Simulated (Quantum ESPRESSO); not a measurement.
# Dipole at the next field: In2O2, 1 layer

Method. Quantum ESPRESSO 7.5, vdW-DF-cx, GBRV ultrasoft, PBE files; sawtooth field along the normal with dipole correction, ions clamped, threshold 1e-9 Ry; cell area 10.296 Å².

```
field (V/Å)  dipole (e Å a cell)
          0              0.00000
        0.1              0.03169
        0.2              0.06344
```

To predict: What is the dipole at 0.3 V/Å, and what electrostatic thickness 4πα/A follows from the rows?

**Fit.** The slope is (0.06344 − (0.00000))/0.2 = 0.3172 e Å²/V, so 4πα/A = 180.95 × 0.3172/10.296 = 5.57 Å. Linear response gives p = 0.00000 + 0.3172 × (0.3) = 0.09516 e Å; a parabola through the three rows gives 0.09525.

What the calculation gave: p = 0.09514 e Å. The line misses by 0.0 % of the induced dipole and the parabola by 0.1 %. The response is linear over this range.

Caveats: Electrons alone respond; local and semilocal functionals tend to overscreen.

[Logs are printed without paths, hosts, clocks, repeated set-up lines and the standing remarks that a program may print on its own settings, such as how far it seeks lower states.]
